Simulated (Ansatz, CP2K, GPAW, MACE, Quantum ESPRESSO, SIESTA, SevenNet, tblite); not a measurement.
## tblite on twisted graphene bilayer, 46.83° (76 atoms): settings against a plane-wave reference

How do the settings of tblite change the result for twisted graphene bilayer, 46.83° (76 atoms)? A plane-wave run serves as the yardstick.

Main program and level: tblite 0.8.0; the method is named at each step.

## Step 1: The starting structure

The cell holds 76 atoms: 76 C. Cell: a = 10.723 Å, b = 10.723 Å, c = 15.530 Å, α = 90.0°, β = 90.0°, γ = 120.0°. It derives from C (graphene). Graphene (a = 2.46 Å) under graphene (a = 2.46 Å), bilayer, commensurate cell of 19 unit cells a layer, twist 46.83 deg; facing planes 3.53 Å apart as built; 12 Å of vacuum; minimised with a classical potential. Then every atom was moved at random, 0.05 Å r.m.s. a Cartesian component. Regions: layer 1, 38 atoms (38 C); layer 2, 38 atoms (38 C). Vacuum lies along c.

The yardstick, on the same geometry:

- method: Kohn-Sham DFT, PBE, PAW, plane waves (Ansatz 0.2.0); cutoff 420 eV, Γ point, fermi-dirac smearing of 0.05 eV; PAW set soft_2
- r.m.s. force component: 2.977 eV/Å
- longest force: 12.8 eV/Å
- SCF cycles: 9
- time: 6.7 s on 8 threads of Arm Neoverse V2, shared host
- CPU time: 45 s

## Step 2: GFN1-xTB

Method: GFN1-xTB tight binding, diagonalisation.

Input file run.py:

```python
import numpy as np
from ase.io import read
from tblite.ase import TBLite

atoms = read("structure.xyz")
atoms.calc = TBLite(method="GFN1-xTB", electronic_temperature=580, accuracy=1.0, max_iterations=250, mixer_damping=0.1, verbosity=1)
energy = atoms.get_potential_energy()
forces = atoms.get_forces()
print(f"energy {energy:.6f} eV")
print("forces (eV/A)")
for i, (a, f) in enumerate(zip(atoms, forces)):
    print(f"{i:4d} {a.symbol:2s} {f[0]:10.5f} {f[1]:10.5f} {f[2]:10.5f}")
print("charges (e)")
print(np.array2string(atoms.get_charges(), precision=4, suppress_small=True, max_line_width=110, threshold=100000))
```

Input file structure.xyz:

```xyz
76
Lattice="10.72290 0.00000 0.00000 -5.36145 9.28630 0.00000 0.00000 0.00000 15.53000" Properties=species:S:1:pos:R:3 pbc="T T T"
C -2.26141 7.13717 5.99613
C -1.39226 6.08104 6.05934
C 2.76565 0.35381 6.06990
C -1.69899 8.55055 6.11199
C 0.53984 1.24854 6.08326
C 1.40245 0.08766 6.03294
C 0.23789 3.73801 6.12705
C 1.17512 2.60666 6.10810
C -0.01930 6.25339 6.06804
C 0.84309 5.03364 6.10391
C -0.31166 8.56856 6.04226
C 0.45819 7.59229 6.05810
C 2.60808 2.77298 6.08667
C 3.38763 1.63801 6.09879
C 2.26570 5.28140 6.03527
C 3.05099 4.20484 5.97812
C 1.93591 7.70206 6.06773
C 2.83953 6.46735 6.06571
C 7.12124 0.80354 6.01586
C 2.52010 8.94921 6.09149
C 4.73700 1.79569 6.01073
C 5.61901 0.75943 5.97827
C 4.53943 4.21097 6.05111
C 5.38853 3.01238 6.04133
C 4.29168 6.75160 6.05996
C 5.09751 5.45709 6.03061
C 3.86287 9.05646 6.05390
C 4.80665 8.02949 6.13357
C 6.76620 3.27463 5.98495
C 7.65063 2.15934 6.11618
C 6.44200 5.77589 6.06975
C 7.29581 4.51361 6.11571
C -4.50946 8.13043 6.08403
C -3.69527 6.96575 6.08310
C 9.00284 2.26623 6.08093
C 9.83295 1.07545 6.11556
C -1.90766 4.70676 6.08807
C -1.09872 3.57030 6.02580
C 7.83828 0.34554 9.41553
C 7.26798 1.61136 9.51942
C 6.16797 4.20809 9.48790
C 5.67633 5.58376 9.52067
C 5.95984 1.78938 9.50032
C 5.39464 3.00050 9.48153
C 0.25220 8.64257 9.38789
C 5.08630 0.62014 9.49163
C 4.15839 5.72380 9.46538
C 3.72733 6.97559 9.47578
C 4.04248 3.23693 9.48603
C 3.37728 4.59208 9.45140
C 3.66439 0.76863 9.51896
C 3.13307 2.10270 9.49256
C 2.20693 7.19363 9.51197
C 1.63991 8.57042 9.51632
C 1.99108 4.73165 9.48262
C 1.39403 6.05439 9.43479
[... 16 atom lines left out ...]
C 8.20500 2.68959 9.46554
C 7.68505 4.02385 9.48976
C 6.44795 6.66283 9.45311
C 5.95855 7.96180 9.44286
```

The run is started by

```console
$ OMP_NUM_THREADS=1 python run.py > output.txt
```

What it wrote:

```text
------------------------------------------------------------
  cycle        total energy    energy error   density error
------------------------------------------------------------
      1     -161.2332589750  -1.6423729E+02   9.2169106E-01
      2     -161.2363582224  -3.0992474E-03   8.2944475E-01
      3     -161.2273759833   8.9822391E-03   2.5992802E-02
      4     -161.2377756193  -1.0399636E-02   1.0778845E-02
      5     -161.2390326947  -1.2570754E-03   2.7237227E-03
      6     -161.2392755583  -2.4286363E-04   6.8633310E-04
      7     -161.2392841217  -8.5633691E-06   1.8990564E-04
      8     -161.2392847507  -6.2898627E-07   7.2435237E-05
      9     -161.2392848242  -7.3493851E-08   1.5012412E-05
------------------------------------------------------------
 total:                                   0.603 sec
energy -4387.544422 eV
forces (eV/A)
   0 C    -1.09918    3.71519    1.24354
   1 C    -0.75768   -3.15571   -0.02321
   2 C     2.38378   -0.43572    0.19456
   3 C    -2.24798   -3.94209   -1.09357
   4 C     0.49587    1.33156    0.03613
   5 C    -0.65747    3.53900    0.47473
   6 C     5.25494   -0.05024   -0.50513
   7 C    -1.83891   -1.45280   -0.02008
   8 C     1.66415   -2.49284    0.20786
   9 C    -1.54556    2.72435   -0.24840
  10 C    -3.93755   11.99354   -0.17195
  11 C     8.46103   -8.29318    0.06892
  12 C    -3.42661    3.21157   -0.34810
  13 C    -2.21292   -0.44256   -0.34735
  14 C    -3.59232   -2.75960    0.18977
  15 C     4.67495   -7.10352    0.96880
  16 C    -0.27502   -3.28797    0.04359
  17 C     1.00045    8.43889   -0.05851
  18 C    -4.79886    3.59899    0.43718
  19 C    -1.47754   -0.83971   -0.40642
  20 C     2.76604   -0.29593    0.17040
  21 C     2.94476   -6.15372    0.49161
  22 C    -1.76498   -0.85952   -0.59467
  23 C    -2.12125    4.32768   -0.36229
[...]
68 C     3.26097    1.29692   -0.36333
  69 C    -4.25547   -2.56143    0.40915
  70 C     5.68833   -7.33492    0.03590
  71 C    -6.59430    3.99511    0.15071
  72 C    -2.38504    2.89229    0.55794
  73 C    -3.51679    1.83163   -0.16003
  74 C     4.57247    1.49264    0.06185
  75 C    -1.33317    2.66682    0.81161
charges (e)
[-0.01    0.0077  0.0049 -0.009  -0.0115  0.007   0.0088 -0.0135 -0.007  -0.0122  0.0066  0.0165 -0.0044
  0.0111  0.0243 -0.0023 -0.0197 -0.0035 -0.0074  0.0199  0.019  -0.0243 -0.0103  0.0034 -0.0131  0.0003
  0.0092  0.0072  0.0117 -0.0008  0.0056 -0.0161  0.0055  0.0064  0.0011 -0.0094 -0.012   0.0101 -0.0067
  0.0124 -0.0171 -0.0012  0.0115  0.0161 -0.0034 -0.0043  0.0055  0.001  -0.0042  0.0019  0.0074 -0.0219
 -0.0214  0.0072  0.0038  0.0082  0.0076 -0.0065 -0.0029  0.0175  0.0208 -0.0083 -0.0088 -0.0077 -0.007
  0.0044  0.002  -0.0015  0.0023 -0.0035 -0.002   0.0105  0.0043 -0.0135  0.0014 -0.004 ]
```

The job ended after 1.1 s (1 thread of Arm Neoverse V2, shared host; peak memory 0.13 GiB).

Banners, paths, timers and routine set-up lines are dropped from the logs unmarked, and long logs keep their key lines alone; longer cuts are marked.

Numbers from this run, and their distance from the reference:

```yaml
r_m_s_force_component: 2.895 eV/Å
r_m_s_difference_of_force_components: 170 meV/Å
longest_difference_of_force_vectors: 574.1 meV/Å
force_difference_over_r_m_s_force: 5.712 %
slope_of_forces_against_the_reference_s: 0.9712
correlation_of_force_components: 0.9987
```

Local excerpt of 11 atoms (numbers count through the whole input) about C54, picked at random; x, y, z are measured from there.

| atom | x | y | z | distance (Å) | bonds | Mulliken charge (e) | Fx | Fy | Fz (eV/Å) |
| --- | --- | --- | --- | --- | --- | --- | --- | --- | --- |
| C54 | 0.00 | 0.00 | 0.00 | 0.00 | 3 | 0.01 | 1.11 | -5.04 | -0.90 |
| C39 | 0.84 | 1.06 | -0.10 | 1.36 | 3 | -0.01 | 3.67 | 0.02 | 1.15 |
| C45 | -1.39 | 0.07 | -0.13 | 1.40 | 3 | 0.00 | -0.87 | -1.74 | 1.01 |
| C53 | 0.57 | -1.38 | 0.00 | 1.49 | 3 | -0.02 | 2.51 | 0.88 | -0.50 |
| C46 | -1.92 | 1.34 | -0.02 | 2.34 | 3 | 0.00 | -0.72 | 1.63 | -0.32 |
| C40 | 0.27 | 2.33 | 0.00 | 2.34 | 3 | 0.01 | 5.47 | 0.12 | -0.86 |
| C62 | -2.22 | -1.15 | -0.09 | 2.50 | 3 | -0.01 | 0.01 | 3.95 | 0.01 |
| C68 | 2.37 | 0.87 | -0.04 | 2.52 | 3 | 0.00 | -3.98 | -0.63 | -0.05 |
| C56 | -0.25 | -2.52 | -0.08 | 2.53 | 3 | 0.01 | 4.76 | -0.36 | 0.61 |
| C48 | 2.09 | -1.59 | -0.04 | 2.63 | 3 | 0.00 | -5.15 | 4.19 | 0.30 |
| C43 | -1.04 | 2.51 | -0.02 | 2.71 | 3 | 0.01 | -3.69 | -3.61 | 0.03 |

Atoms are counted from 1 here, from 0 in the log.

Forces lie 5.7 % from the reference's, at 0.024 times its CPU time (on 1 against 8 cores).

## Step 3: GFN2-xTB

Method: GFN2-xTB tight binding, diagonalisation.

run.py, as its differences from that of step 2:

```diff
@@ -5,3 +5,3 @@
 atoms = read("structure.xyz")
-atoms.calc = TBLite(method="GFN1-xTB", electronic_temperature=580, accuracy=1.0, max_iterations=250, mixer_damping=0.1, verbosity=1)
+atoms.calc = TBLite(method="GFN2-xTB", electronic_temperature=580, accuracy=1.0, max_iterations=250, mixer_damping=0.1, verbosity=1)
 energy = atoms.get_potential_energy()
```

structure.xyz is that of step 2.

What it wrote:

```text
------------------------------------------------------------
  cycle        total energy    energy error   density error
------------------------------------------------------------
      1     -163.5157893096  -1.6694667E+02   1.5172664E-01
      2     -163.5214674844  -5.6781747E-03   1.3642949E-01
      3     -163.5000252513   2.1442233E-02   1.6975167E-02
      4     -163.5249298208  -2.4904570E-02   2.3841237E-03
      5     -163.5251380752  -2.0825431E-04   1.6655289E-03
      6     -163.5251850877  -4.7012499E-05   1.1217051E-03
      7     -163.5251850664   2.1244091E-08   4.4289463E-04
      8     -163.5251918929  -6.8265084E-06   7.5657040E-05
      9     -163.5251921376  -2.4469705E-07   4.3406797E-05
     10     -163.5251922137  -7.6074997E-08   2.4617131E-05
     11     -163.5251922130   6.7836936E-10   8.2382022E-06
------------------------------------------------------------
 total:                                   2.263 sec
energy -4449.747130 eV
forces (eV/A)
   0 C    -1.11657    3.66819    1.30797
   1 C    -0.77263   -3.13645    0.00067
   2 C     2.32928   -0.40097    0.22026
   3 C    -2.20212   -3.85448   -1.10607
   4 C     0.49948    1.32039    0.05922
   5 C    -0.63007    3.50641    0.53062
   6 C     5.16989   -0.04423   -0.50434
   7 C    -1.83002   -1.41195   -0.00866
   8 C     1.65498   -2.46227    0.23112
   9 C    -1.47912    2.67628   -0.24916
  10 C    -3.85545   11.78390   -0.14525
  11 C     8.37726   -8.19141    0.09574
[...]
71 C    -6.50111    3.94528    0.14008
  72 C    -2.36627    2.83113    0.56011
  73 C    -3.42854    1.83990   -0.18300
  74 C     4.53715    1.48124    0.05174
  75 C    -1.28755    2.63056    0.80974
charges (e)
[-0.0103  0.0069  0.0052 -0.0078 -0.0116  0.0067  0.0088 -0.0133 -0.007  -0.0102  0.0063  0.0159 -0.0033
  0.0129  0.0262 -0.0049 -0.0193 -0.0037 -0.0083  0.0204  0.0204 -0.0254 -0.0082  0.0025 -0.0146 -0.0017
  0.0077  0.0091  0.0112  0.      0.0033 -0.0165  0.006   0.0083 -0.0002 -0.0077 -0.0131  0.0095 -0.0044
  0.0115 -0.0169 -0.0022  0.0128  0.0169 -0.0025 -0.0063  0.0055 -0.0003 -0.0043  0.002   0.0066 -0.0221
 -0.0221  0.0039  0.0037  0.0098  0.0063 -0.0039 -0.0036  0.0194  0.0215 -0.0097 -0.0083 -0.0088 -0.0068
  0.0043  0.0008 -0.      0.0032 -0.0021 -0.0036  0.0108  0.005  -0.0162  0.0023 -0.0021]
```

Elapsed: 2.7 s, on 1 thread; peak memory 0.13 GiB.

Compared with the plane-wave run:

```
r.m.s. force component                  : 2.859 eV/Å
r.m.s. difference of force components   : 192.1 meV/Å
longest difference of force vectors     : 634.2 meV/Å
force difference over r.m.s. force      : 6.454 %
slope of forces against the reference's : 0.9591
correlation of force components         : 0.9987
```

Against the first run (5.7 %), the force difference from the reference is 6.5 %, at 2.6 times the CPU time.

## Step 4: All runs compared

Differences are against the plane-wave reference, forces as r.m.s. over components; share is that over the reference's r.m.s. force, slope the least-squares factor from reference forces to these. Total energies of different programs have different zeros and aren't compared.

| run | Δ force, r.m.s. (meV/Å) | share (%) | slope | cores | CPU time | memory (GiB) |
| --- | --- | --- | --- | --- | --- | --- |
| reference | - | - | - | 8 | 45 s | 1.4 |
| tblite GFN1-xTB | 170 | 5.71 | 0.971 | 1 | 1.1 s | 0.13 |
| tblite GFN2-xTB | 192 | 6.45 | 0.959 | 1 | 2.7 s | 0.13 |

CPU time is summed over cores on a shared host, where runs went side by side, so it is rough. Symmetry, cutoffs, thresholds, outputs and thread counts weren't matched or tuned between programs; memory under MPI is the largest rank's times the ranks.

## Step 5: Results

| Item | Value |
| --- | --- |
| nearest in forces | tblite GFN1-xTB, 5.7 % |
| its CPU time | 1.1 s |

Tight binding differs by 5.7 % (tblite GFN1-xTB) to 6.5 % (tblite GFN2-xTB); it is another model, with fitted parameters of its own, and the xTB methods hold dispersion. Of the electronic-structure runs that take under half the reference's CPU time, tblite GFN1-xTB comes nearest, at 5.7 % in 1.1 s against 45 s. Periodic xTB results under one method name differ between programs and library versions. The reference's PBE has no dispersion term, which matters for the binding between molecules or layers. One k-point is far too coarse for the carbon or group-IV sheet, and it can put spurious forces of up to about 1 eV/Å on the sheet's atoms. The electronic-structure runs sample only Γ, in a cell whose shortest periodic width is 9 Å.

[Also dropped from logs without a mark: logging warnings of Python, and SIESTA's first energy breakdown and zero terms.]

[Logs are printed without paths, hosts, clocks, repeated set-up lines and the standing remarks that a program may print on its own settings, such as how far it seeks lower states.]

[Hosts, paths, dates, database ids (printed as entryN), source tags and the programs' standing remarks are cut or masked in the printed files.]
